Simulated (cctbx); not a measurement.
**Interatomic vectors of Pr2Y7Os6**

Space group R-3 (no. 148), a = 8.7180 Å, b = 8.7180 Å, c = 17.0830 Å, α = 90.00°, β = 90.00°, γ = 120.00°, content Os18 Pr6 Y21.

Simulated single-crystal data (cctbx): Mo Kα, λ = 0.71073 Å, to d = 0.77 Å, 70 % of the full sphere, strongest reflection 40000 counts, noise from counting, a 4 % proportional error and a noise floor of 15 counts (s.d.); no absorption.

Patterson synthesis, origin scaled to 1000:

```text
Patterson group R -3 :H
      u       v       w   height  length (A)
  0.000   0.000   0.000   1000.0     0.00
  0.029   0.404   0.859    239.6     4.16
  0.027   0.907   0.333    224.2     5.77
  0.023   0.399   0.368    182.2     7.14
  0.021   0.402   0.771    160.8     5.19
  0.037   0.119   0.166    116.9     2.98
  0.009   0.949   0.499    115.1     8.53
  0.044   0.810   0.142    107.8     3.06
  0.044   0.244   0.689    100.7     5.67
  0.019   0.403   0.571     93.0     8.08
  0.029   0.561   0.312     88.8     6.64
  0.000   0.000   0.198     64.6     3.38
  0.017   0.747   0.395     63.0     7.12
  0.000   0.000   0.397     55.4     6.79
```

Q: Assign the vectors.

A peak at u stands for all pairs with xi − xj = u, with weight Σ ZiZj against Σ Z² = 156795 at the origin. Peak heights follow these weights only roughly, since form factors, motion and series ripples differ, all vectors within 0.55 Å of a peak are counted as merged into it though the farther ones add only part of their weight, and F(000) is left out, which lowers the whole map:

| u | v | w | shortest length (Å) | height | 1000 ΣZiZj/ΣZ² | pairs in the cell |
| --- | --- | --- | --- | --- | --- | --- |
| 0.029 | 0.404 | 0.859 | 4.12 | 240 | 279 | 6 × Os–Os, 6 × Y–Y |
| 0.027 | 0.907 | 0.333 | 4.38 | 224 | 221 | 6 × Os–Os |
| 0.023 | 0.399 | 0.368 | 2.92 | 182 | 172 | 6 × Os–Pr |
| 0.021 | 0.402 | 0.771 | 3.10 | 161 | 172 | 6 × Os–Pr |
| 0.037 | 0.119 | 0.166 | 2.98 | 117 | 227 | 12 × Os–Y |
| 0.009 | 0.949 | 0.499 | 5.41 | 115 | 227 | 12 × Os–Y |
| 0.044 | 0.810 | 0.142 | 3.07 | 108 | 111 | 3 × Os–Os |
| 0.044 | 0.244 | 0.689 | 3.29 | 101 | 113 | 6 × Os–Y |
| 0.019 | 0.403 | 0.571 | 3.03 | 93 | 113 | 6 × Os–Y |
| 0.029 | 0.561 | 0.312 | 2.79 | 89 | 113 | 6 × Os–Y |

The table stops at ten peaks or at a height of 45, below which ripples compete. In the model behind the data Os, the heaviest element, has 1 independent site: (0.3112, 0.2628, 0.0960), up to an allowed shift of origin; the Os–Os vectors are differences of these positions and their symmetry mates. The whole model:

| atom | mult. | x | y | z | Ueq (Å²) |
| --- | --- | --- | --- | --- | --- |
| Os1 | 18 | 0.3112 | 0.2628 | 0.0960 | 0.0074 |
| Pr1 | 6 | 1/3 | 2/3 | 0.8670 | 0.0038 |
| Y1 | 18 | 0.0834 | 0.3979 | 0.0742 | 0.0036 |
| Y2 | 3 | 0 | 0 | 0 | 0.0047 |

The model was made for the exercise: a known structure type with other elements put in, its volume estimated, not relaxed; displacement parameters are assumed.

[Logs are printed without paths, hosts, clocks, repeated set-up lines and the standing remarks that a program may print on its own settings, such as how far it seeks lower states.]
